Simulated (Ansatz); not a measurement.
**A failed many-body run on MgAl2C2 (P-3m1)**

A first try at the G0W0 gap of MgAl2C2 (P-3m1), what the program said, and an input that works.

Calculated with Ansatz 0.2.0; G0W0 on r2SCAN, plane waves, PAW.

## Step 1: The structure

It takes space group P-3m1 (No. 164, trigonal). The conventional cell has a = 3.377 Å, b = 3.377 Å, c = 5.817 Å, α = 90.00°, β = 90.00°, γ = 120.00°. Nearest to Mg lie 6 C at 2.51 Å. Nearest to Al lie 4 C at 2.00 to 2.20 Å. Nearest to C lie 4 Al at 2.00 to 2.20 Å and 3 Mg at 2.51 Å. Farther neighbours, and contacts between anions beyond the nearest, are not listed.

Geometry: measured cell, ions relaxed with r2SCAN. The runs that relaxed it are not among those shown. The default PAW set here is soft_2. Its files were made with PBE.

## Step 2: First try

Input file input.yaml:

```yaml
crystal:
  lattice:
    - [3.377, 0.0, 0.0]
    - [-1.6885, 2.9245677886, 0.0]
    - [0.0, 0.0, 5.817]
  atoms:
    - { symbol: Mg, position: [0.0, 0.0, 0.0] }
    - { symbol: Al, position: [0.3333333333, 0.6666666667, 0.3506950892] }
    - { symbol: Al, position: [0.6666666667, 0.3333333333, 0.6493049108] }
    - { symbol: C, position: [0.3333333333, 0.6666666667, 0.7289915423] }
    - { symbol: C, position: [0.6666666667, 0.3333333333, 0.2710084577] }
kpoints:
  mp_grid: { grid: [6, 6, 2] }
hamiltonian:
  xc: r2scan
scf:
  occupations: { method: fixed }
gw:
  n_empty_bands: 2
  ecut_chi: 80
  qp_bands: [v2, c2]
  qp_kpoints: band_edges
  screening: { model: contour_deformation }
```

The run is started by

```
> ansatz run input.yaml --threads 2 --pin off --max-ram 92160MiB --backend cuda --events-out ev --progress --plain --runs-dir out --devices 1 --max-vram 13GiB
```

Standard output:

```text
GPUs: using 1 of 1 available (devices: 1).
Engine: ansatz 0.2.0, x86_64-unknown-linux-gnu
Pseudopotentials: kind: paw
Pseudopotential: Mg, paw, valence charge 10, recommended cutoff 500 eV (meta_gga), Mg.paw.azcp
Pseudopotential: Al, paw, valence charge 3, recommended cutoff 500 eV (meta_gga), Al.paw.azcp
Pseudopotential: C, paw, valence charge 4, recommended cutoff 500 eV (meta_gga), C.paw.azcp
Functional definition: r2SCAN
  parameter k0 = 0.174
  parameter k1 = 0.065
  parameter a1 = 4.9479
  exchange = r2scan_x(k0 = k0, k1 = k1, a1 = a1)
  correlation = r2scan_c
device memory: the entry about to start is reckoned to put 0.7 GiB on a device that reports 52.7 GiB free (of which the cap on the GPU budget leaves the run 13.0 GiB)
GPU FFT provider: cuFFT
GPU libraries: cuBLAS 13.8.2, cuFFT 12.4.0, cuSOLVER 12.3.4
Crystal: 5 atoms, lattice volume = 57.450 Å³
Basis set: ecut = 500 eV, 1485 PW (Γ), exchange–correlation on 100×100×180 points (64 copies of the dense FFT grid, shifted against one another)
Bands: 17, of which v1, the nominal top of the filled ones, is band 12 counted from 1 (11 counted from 0)
Symmetry: 12 space group operations
Space group: P-3m1 (ITA 164), of the structure as read, at distance tolerance 3.9e-5 Å
k-points: 14 of 72
Non-local potential: Mg, projectors of the file, l = 0: 3, l = 1: 2, l = 2: 1
Non-local potential: Al, projectors of the file, l = 0: 2, l = 1: 2, l = 2: 1
Non-local potential: C, projectors of the file, l = 0: 2, l = 1: 2, l = 2: 1
PAW form: soft (Blöchl's): semilocal exchange-correlation on the pseudo side does not see the compensation charge
PAW frozen core: Mg, regenerated for the run's functional (the file was generated under x = pbe(κ = 0.804, μ = 0.219515), c = pbe(β = 0.066725))
PAW frozen core: Al, regenerated for the run's functional (the file was generated under x = pbe(κ = 0.804, μ = 0.219515), c = pbe(β = 0.066725))
PAW frozen core: C, regenerated for the run's functional (the file was generated under x = pbe(κ = 0.804, μ = 0.219515), c = pbe(β = 0.066725))
PAW one-centre angular grid: Mg, 302 points (default); XC on 224 Gauss nodes
PAW one-centre angular grid: Al, 302 points (default); XC on 160 Gauss nodes
PAW one-centre angular grid: C, 302 points (default); XC on 239 of its mesh's 2573 points in the sphere
Initial density: superposition of atomic densities (neutral atoms: chi_scale 0, normalization atom), corrected by the library's trained network
Initial wavefunctions: pseudopotential atomic-orbital guess
GPU buffer pool allocated for 28125 grid points (all kernels)
GPU transforms: local potential and band sums: pruned to the plane-wave sphere, on 25×25×45
Functional: x = r2scan, c = r2scan; τ floored in thin density (d = 2e-4 eV/Å³)
SCF iter   1: F=—  HF=-3511.374502 eV  |F-HF|=—  |Δ(HF+E_count)|=         —  Δρ=6.82e-3  dr2=1.71e-2  dr2_τ=2.75e-1  ethr=1.77e-3  ⟨swp⟩=4.0  Hψ=1106  notcnv=0  defer=38
preconditioner: auto → none  [insulator: Δε(μ)=2.201 eV  Ē_g=11.092 eV  n_scr=10 (ndim 8)  ℏωp=19.6 eV  f_vac=0.000  ε∞_Penn≈4.1]
SCF iter   2: F=—  HF=-3511.509912 eV  |F-HF|=—  |Δ(HF+E_count)|=   1.35e-1  Δρ=3.83e-3  dr2=5.20e-3  dr2_τ=1.13e-4  ethr=7.10e-5  ⟨swp⟩=2.9  Hψ=565  notcnv=0  defer=41
SCF iter   3: F=—  HF=-3511.511031 eV  |F-HF|=—  |Δ(HF+E_count)|=   1.12e-3  Δρ=7.54e-4  dr2=4.40e-4  dr2_τ=1.25e-5  ethr=2.17e-5  ⟨swp⟩=2.0  Hψ=357  notcnv=0  defer=41
SCF iter   4: F=—  HF=-3511.511023 eV  |F-HF|=—  |Δ(HF+E_count)|=   8.49e-6  Δρ=3.97e-4  dr2=3.01e-4  dr2_τ=1.39e-5  ethr=1.83e-6  ⟨swp⟩=2.0  Hψ=362  notcnv=0  defer=41
SCF iter   5: F=—  HF=-3511.510942 eV  |F-HF|=—  |Δ(HF+E_count)|=   8.13e-5  Δρ=5.73e-5  dr2=4.92e-6  dr2_τ=3.04e-7  ethr=1.26e-6  ⟨swp⟩=2.0  Hψ=326  notcnv=0  defer=35
SCF iter   6: F=—  HF=-3511.510941 eV  |F-HF|=—  |Δ(HF+E_count)|=   4.87e-7  Δρ=2.62e-5  dr2=2.09e-7  dr2_τ=1.27e-8  ethr=2.05e-8  ⟨swp⟩=2.1  Hψ=314  notcnv=0  defer=14
SCF iter   7: F=-3511.510941 eV  HF=-3511.510941 eV  |F-HF|=7.78e-9  |Δ(HF+E_count)|=   4.15e-7  Δρ=8.86e-6  dr2=5.87e-8  dr2_τ=3.23e-9  ethr=4.17e-10  ⟨swp⟩=7.8  Hψ=1027  notcnv=0
SCF 1 converged in 7 iterations: F = -3511.510941 eV  dr2 = 5.87e-8
[...]
device memory: the entry about to start is reckoned to put 0.8 GiB on a device that reports 52.6 GiB free (of which the cap on the GPU budget leaves the run 13.0 GiB)
NSCF: frozen V_eff on 14 k-points, pencils in batches of 32, up to order 68
[...]
device memory: the entry about to start is reckoned to put 0.6 GiB on a device that reports 52.7 GiB free (of which the cap on the GPU budget leaves the run 13.0 GiB)
NSCF: frozen V_eff on 14 k-points, pencils in batches of 32, up to order 76
SCF converged after 7 iterations
Free energy (F): -3511.510941 eV
Harris-Foulkes:  -3511.510941 eV  (|F-HF|=7.78e-9)
Internal energy: -3511.510941 eV  (E = F + TS)
E sigma→0 (E₀):  -3511.510941 eV
Fermi energy:    8.467720 eV
--- Per-component energies (eV) ---
  E_band       = -295.867285
  E_kinetic    = 306.742569
  E_local      = -1835.237807  (includes V_loc(G=0)·N_el)
  E_nonlocal   = 166.551236
  E_hartree    = 677.374326
  E_xc         = -199.427231
  E_vxc        = -237.552246  (∫ρ·V_xc dr)
  E_paw        = -1444.036411  (= ΣΔE_a)
  E_vpaw       = -63.163728  (= ΣTr[D̂ρ^β])
  E_aug_tail   = 0.000005  (compensation charges beyond the density's cutoff)
  E_vtau       = 12.046337  (kinetic-family band-sum trace: ∫τ·v_τ [+ j·A + Jᵃ·Aᵃ] dr)
  E_ewald      = -1183.281656
  E_core_change = -0.195972  (= ΣΔE_core)
  E_smearing   = -0.000000  (= −TS)
  E_closure    = 0.000000  (closes the sum)
  Σ components = -3511.510941   (vs F -3511.510941, Δ=0.00e0)
--- Band table (eV; the first three rows and the last of 14) ---
  k-point 0: bands = [... 8 lower, 7.3694, 8.2499, 8.2924, 8.2924, 12.2745, 13.6476, 15.7770, 15.7770, ... 1 higher]
  k-point 1: bands = [... 8 lower, 7.5429, 7.5429, 8.0809, 8.0809, 13.4735, 14.5017, 15.6743, 15.6743, ... 1 higher]
  k-point 2: bands = [... 8 lower, 6.8188, 6.8558, 8.0970, 8.4677, 13.1056, 13.5169, 14.9580, 16.2319, ... 1 higher]
  k-point 13: bands = [... 8 lower, 3.1659, 4.3373, 7.3320, 7.3320, 12.4469, 12.4469, 13.2912, 15.4633, ... 1 higher]
```

Elapsed: 3.4 s, on 1 × NVIDIA H100 80GB HBM3 (shared by 6 runs) with 2 threads of AMD EPYC 7R13 (Zen 3), shared host; peak memory 0.94 GiB.

Q: What is the fault?

The self-consistent loop converged; the step after it was not made. The program's words: G₀W₀ refused: the quasiparticle rows reach c2, inside the degenerate multiplet of c2 to c3 at k-index 12, which gw.n_empty_bands = 2 cuts: a row's own level would stand in its own sum at a weight under one; raise gw.n_empty_bands to 3 or more, or end gw.qp_bands at c1 or below

The fault: two empty bands. The screening and the self-energy are sums over empty states, and two bands hold almost none of them; where the cut also splits a degenerate level, the program refuses for that.

## Step 3: A better input

Now the one-shot GW correction: screening in the RPA, then the self-energy of the levels asked for.

Edit input.yaml of step 2 so:

```diff
@@ -18,4 +18,4 @@
 gw:
-  n_empty_bands: 2
-  ecut_chi: 80
+  n_empty_bands: 171
+  ecut_chi: 120
   qp_bands: [v2, c2]
```

Standard output:

```text
GPUs: using 1 of 1 available (devices: 1).
[...]
GPU FFT provider: cuFFT
GPU libraries: cuBLAS 13.8.2, cuFFT 12.4.0, cuSOLVER 12.3.4
Crystal: 5 atoms, lattice volume = 57.450 Å³
Basis set: ecut = 500 eV, 1485 PW (Γ), exchange–correlation on 100×100×180 points (64 copies of the dense FFT grid, shifted against one another)
Bands: 17, of which v1, the nominal top of the filled ones, is band 12 counted from 1 (11 counted from 0)
[... 1 set-up line as in the run before ...]
[...]
k-points: 14 of 72
[...]
GPU buffer pool allocated for 28125 grid points (all kernels)
[...]
SCF iter   1: F=—  HF=-3511.374502 eV  |F-HF|=—  |Δ(HF+E_count)|=         —  Δρ=6.82e-3  dr2=1.71e-2  dr2_τ=2.75e-1  ethr=1.77e-3  ⟨swp⟩=4.0  Hψ=1106  notcnv=0  defer=38
[...]
0    11      8.2924   -17.4267     2.0386   -15.0233  0.7778     7.9264     7.9276  root
     0    12      8.2924   -17.4267     2.0386   -15.0233  0.7778     7.9264     7.9276  root
     0    13     12.2745    -9.0690    -4.2405   -13.5799  0.7893    12.5455    12.5449  root
     0    14     13.6476    -8.1988    -4.4194   -12.8647  0.7897    13.8948    13.8941  root
     1    11      8.0809   -17.3393     2.1114   -14.8418  0.7769     7.6934     7.6949  root
     1    12      8.0809   -17.3393     2.1114   -14.8418  0.7769     7.6934     7.6949  root
     1    13     13.4735    -8.1584    -4.4812   -12.8675  0.7885    13.7019    13.7014  root
     1    14     14.5017    -8.1832    -4.6368   -13.0772  0.7891    14.7597    14.7590  root
[...]
13    11      7.3320   -16.6833     2.0844   -14.1856  0.7731     6.9169     6.9187  root
    13    12      7.3320   -16.6833     2.0844   -14.1856  0.7731     6.9169     6.9187  root
    13    13     12.4469    -6.6874    -4.1490   -10.9726  0.8014    12.5832    12.5830  root
    13    14     12.4469    -6.6874    -4.1490   -10.9726  0.8014    12.5832    12.5830  root
[key lines of the parts left out:]
SCF converged after 7 iterations
Free energy (F): -3511.510941 eV
Fermi energy:    8.467720 eV
```

The job ended after 15 s (1 × NVIDIA H100 80GB HBM3 (shared by 6 runs) with 2 threads; peak memory 1.2 GiB; 19 s of CPU time).

Numbers from this step:

| Property | Result |
| --- | --- |
| bands summed | 183 |
| RPA ε∞ on this mesh (eigenvalues) | 6.517, 6.517, 6.831 |
| plane waves in the screening matrix | 149 |
| q-points in the mesh | 72 |
| G0W0 gap on the mesh | 2.741 eV |
| k of the valence top | 0, 0.1667, 0 |
| k of the conduction bottom | 0, -0.5, -0.5 |
| starting gap on the mesh | 2.276 eV |
| Z at the valence top | 0.7790 |
| Z at the conduction bottom | 0.8070 |
| least direct G0W0 gap on the computed points | 4.004 eV |

The gap on the mesh goes from 2.28 eV to 2.74 eV, a correction of +0.46 eV. Between the two edge states, bare exchange in place of the xc potential would open the gap by 5.92 eV, and correlation takes back 5.45 eV.

## Step 4: What came out

```
first try  : the many-body step was refused after 3.4 s
better run : G0W0 gap on the mesh 2.74 eV (6×6×2 mesh, 171 empty bands, screening to 120 eV)
```

In words: The second run differs in: empty bands and screening cutoff (eV). Bands and cutoff are finite, so the gap stands short of the basis limit, usually by up to a few tenths of an eV; the mesh is an error of its own. The 6×6×2 mesh is coarse for this cell (its supercell is 12 Å along the shortest edge). The RPA ε∞ on it, from the r2SCAN start, is 6.52 and 6.83; such meshes misread the long-range screening, most where the gap is narrow.

[Long decimals in the printed logs are rounded to 6 places.]

[Logs are printed without paths, hosts, clocks, repeated set-up lines and the standing remarks that a program may print on its own settings, such as how far it seeks lower states.]

[Paths, hosts, dates, memory and timing lines, banners, echoed tables and standing remarks are left out of the program output; an Ansatz launch command may be rebuilt from the run's recorded settings. Measured values are a selection of at most five: reports struck by readers or far from the other reports are left out. None is set beside runs whose start may be inverted or whose files or cutoffs have a known fault.]

[Runs of the session that timed out or met a known fault of the program may be left out.]

[Cells called generated may have been cut or substituted from an entry of the Crystallography Open Database or the Materials Project.]

[Hosts, paths, dates, database ids (printed as entryN), source tags and the programs' standing remarks are cut or masked in the printed files.]

[Where the starting crystal was built by hand or by swapping elements, it need not be the compound's stable phase.]
